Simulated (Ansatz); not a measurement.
# How fast states decay through CsLi2IBr2, part 2 of 2

Aim: relax a made-up compound, CsLi2IBr2, and see how good a tunnel barrier it would be. It is built by putting I for part of the Br in the CsLi2Br3 structure of space group Immm, with the volume rescaled by atomic radii. The parent structure comes from the Materials Project.

Ansatz 0.2.0; LDA DFT, plane waves, PAW files (the session's first sound run).

So far. Step 4 (Complex bands): At the listed wavevectors the last open channel is at -0.10 eV and the next at +4.10 eV on the grid. At +2.00 eV, the grid energy nearest the filling level (the middle of the gap on the SCF mesh), the slowest state at the listed wavevectors decays with κ = 0.300 Å⁻¹, its amplitude falling by e over 3.3 Å. Through 1 nm of this crystal that state's transmission falls by exp(−2 × 0.300 Å⁻¹ × 10 Å) = 0.0025.

The structure was built from a prototype and need not be the compound's stable phase.

**6. Band edges at another level, cutoff 1230 eV (continued)**

Levels at VBM (eV): -6.85, -6.80, -6.55, -2.89, -2.31, -2.29, -1.49, -1.09, -0.98, -0.48, -0.06, 0.00, 4.01, 4.83, 5.62, 5.81, 6.24, 6.61.

The searched edges give 4.01 eV, as on the mesh.

**7. Complex bands at another level**

This step: LDA DFT, plane waves, JTH PAW files; complex bands by layer matching along the plane's normal (Ansatz 0.2.0).

The complex bands at that level, over its own gap, at (0, 0) and (0.5, 0).

Contents of input.yaml:

```yaml
crystal:
  lattice:
    - [4.487941842, 0.0, 0.0]
    - [0.0, 5.691640289, 0.0]
    - [2.243970921, 2.845820144, 6.74304385]
  atoms:
    - { symbol: Cs, position: [0.5, 0.0, 0.0] }
    - { symbol: Li, position: [0.2015393683, 0.7015393683, 0.5969212634] }
    - { symbol: Li, position: [0.7984606317, 0.2984606317, 0.4030787366] }
    - { symbol: Br, position: [0.2133702858, 0.2133702858, 0.5732594284] }
    - { symbol: Br, position: [0.7866297142, 0.7866297142, 0.4267405716] }
    - { symbol: I, position: [0.0, 0.5, 0.0] }
kpoints:
  mp_grid: { grid: [6, 6, 6] }
scf:
  occupations: { method: fixed }
hamiltonian:
  xc: lda
  pseudopotentials: { kind: paw, source: jth }
output:
  eigenvalues: true
  transmission:
    leads: [[0, 0]]
    kpoints: [[0.0, 0.0], [0.5, 0.0]]
    e_range: [-1.0, 5.01]
    de: 0.1
```

Command:

```
ansatz run input.yaml --threads 2 --pin off --max-ram 4096MiB --backend cpu --events-out ev --progress --plain --runs-dir out
```

Wall time 0.38 s (2 threads of Intel Xeon Platinum 8488C (Sapphire Rapids), shared host); peak memory 0.3 GiB.

The program refused the input before any cycle.

The program's message: “Error: memory limit exceeded: the `transmission` phase of `transmission` needs 5.32 GiB against the run's memory maximum of 4.00 GiB; largest carriers: transmission 4.89 GiB, unmodelled-tail allowance …”

**8. A repeat with changed settings**

This step: LDA DFT, plane waves, PAW files; complex bands by layer matching along the plane's normal; changed: hamiltonian.dispersion = "d3bjatm", crystal.symmetry = {"detect": false} (Ansatz 0.2.0).

This run repeats an earlier one, its twin (the complex run, plane (001)), with two settings changed (crystal.symmetry.detect, hamiltonian.dispersion; files written aside). It is meant to test whether the numerical route changes the result or only the time and that a pairwise dispersion term, which adds to the energy and not to the potential, leaves the transmission of fixed atoms as it is. Where the input is shown as a difference, that is against the step before, not the twin.

Changes to input.yaml since step 7:

```diff
@@ -12,2 +12,3 @@
     - { symbol: I, position: [0.0, 0.5, 0.0] }
+  symmetry: { detect: false }
 kpoints:
@@ -18,3 +19,3 @@
   xc: lda
-  pseudopotentials: { kind: paw, source: jth }
+  dispersion: d3bjatm
 output:
@@ -24,3 +25,3 @@
     kpoints: [[0.0, 0.0], [0.5, 0.0]]
-    e_range: [-1.0, 5.01]
+    e_range: [-1.0, 5.02]
     de: 0.1
```

Run time: 54 s. Hardware: 2 threads; peak memory 0.89 GiB; 85 s of CPU time.

This step gave:

- free energy: -18662.4024 eV
- Fermi energy: 3.215 eV
- gap on the k-mesh: 4.021 eV

K parallel (0, 0); values up to 1.5 1/Å, a degenerate pair printed once or twice; energies at which all values exceed this have no row. The Im kz of the slowest decaying states by energy, zero at the highest filled level on the SCF mesh:

| energy (eV) | decay 1 (Å⁻¹) | decay 2 (Å⁻¹) | decay 3 (Å⁻¹) | decay 4 (Å⁻¹) |
| --- | --- | --- | --- | --- |
| -1.00 | 0.104 | 0.290 | 0.339 | 0.500 |
| -0.80 | 0.352 | 0.476 | 1.00 | 1.19 |
| -0.50 | 0.129 | 0.408 | 0.483 | 0.988 |
| -0.30 | 0.0613 | 0.131 | 0.432 | 0.457 |
| 0.00 | 0.00491 | 0.203 | 0.230 | 0.456 |
| 0.20 | 0.232 | 0.293 | 0.421 | 0.467 |
| 0.40 | 0.254 | 0.405 | 0.474 | 0.479 |
| 0.70 | 0.278 | 0.480 | 0.522 | 0.527 |
| 0.90 | 0.288 | 0.480 | 0.538 | 0.597 |
| 1.20 | 0.299 | 0.477 | 0.553 | 0.638 |
| 1.40 | 0.302 | 0.473 | 0.558 | 0.646 |
| 1.60 | 0.304 | 0.466 | 0.560 | 0.653 |
| 1.90 | 0.302 | 0.453 | 0.559 | 0.652 |
| 2.10 | 0.298 | 0.441 | 0.556 | 0.625 |
| 2.40 | 0.288 | 0.421 | 0.549 | 0.589 |
| 2.60 | 0.278 | 0.404 | 0.542 | 0.567 |
| 2.80 | 0.266 | 0.385 | 0.534 | 0.544 |
| 3.10 | 0.242 | 0.349 | 0.511 | 0.520 |
| 3.30 | 0.221 | 0.321 | 0.488 | 0.509 |
| 3.60 | 0.178 | 0.264 | 0.451 | 0.490 |
| 3.80 | 0.134 | 0.212 | 0.425 | 0.476 |
| 4.00 | 0.0435 | 0.126 | 0.397 | 0.460 |
| 4.30 | 0.350 | 0.434 | 0.522 | 0.617 |
| 4.50 | 0.0683 | 0.313 | 0.415 | 0.472 |
| 4.80 | 0.247 | 0.382 | 0.388 | 0.592 |
| 5.00 | 0.119 | 0.188 | 0.320 | 0.357 |

K parallel (0.5, 0); values up to 1.5 1/Å, a degenerate pair printed once or twice; energies at which all values exceed this have no row. Im kz of the slowest decaying states against energy, zero at the highest filled level on the SCF mesh:

| energy (eV) | decay 1 (Å⁻¹) | decay 2 (Å⁻¹) | decay 3 (Å⁻¹) | decay 4 (Å⁻¹) |
| --- | --- | --- | --- | --- |
| -1.000 | 0.0812 | 0.424 | 0.451 | - |
| -0.500 | 0.319 | 0.384 | 0.497 | - |
| 0.000 | 0.430 | 0.578 | - | - |
| 0.500 | 0.465 | 0.612 | - | - |
| 1.000 | 0.482 | 0.626 | 1.47 | - |
| 1.500 | 0.487 | 0.629 | 1.43 | - |
| 2.000 | 0.484 | 0.621 | 1.38 | - |
| 2.500 | 0.473 | 0.607 | 1.33 | - |
| 3.000 | 0.455 | 0.585 | 1.28 | 1.46 |
| 3.500 | 0.430 | 0.556 | 1.22 | 1.41 |
| 4.000 | 0.397 | 0.520 | 1.17 | 1.36 |
| 4.500 | 0.353 | 0.474 | 1.11 | 1.31 |
| 5.000 | 0.293 | 0.415 | 1.04 | 1.26 |

The least decay constant is 0.300 Å⁻¹ against 0.300 Å⁻¹ in the twin: no change within 1 %, at 1.4 times the CPU time.

**9. Results**

| Item | Value |
| --- | --- |
| band gap | 4.02 eV |
| least decay constant at mid-gap, normal to (001) | 0.300 Å⁻¹ |
| least decay constant on a mesh, normal to (001) | 0.300 Å⁻¹ |

In words: With LDA, the slowest decay at the wavevectors tried is κ = 0.300 Å⁻¹, normal to (001). Through such a film the transmission near mid-gap falls as exp(−2κd), a factor of ten every 3.8 Å. A free electron under a barrier of half the gap would need a mass of 0.17 mₑ to decay at this rate. The compound is made up by substitution; its stability against other phases and against distortions of the cell's symmetry was not tested. A semilocal functional narrows gaps, while spin-orbit coupling, left out here, narrows them in compounds of heavy elements, so the error in κ can go either way.

[Logs are printed without paths, hosts, clocks, repeated set-up lines and the standing remarks that a program may print on its own settings, such as how far it seeks lower states.]

[Hosts, paths, dates, database ids (printed as entryN), source tags and the programs' standing remarks are cut or masked in the printed files.]
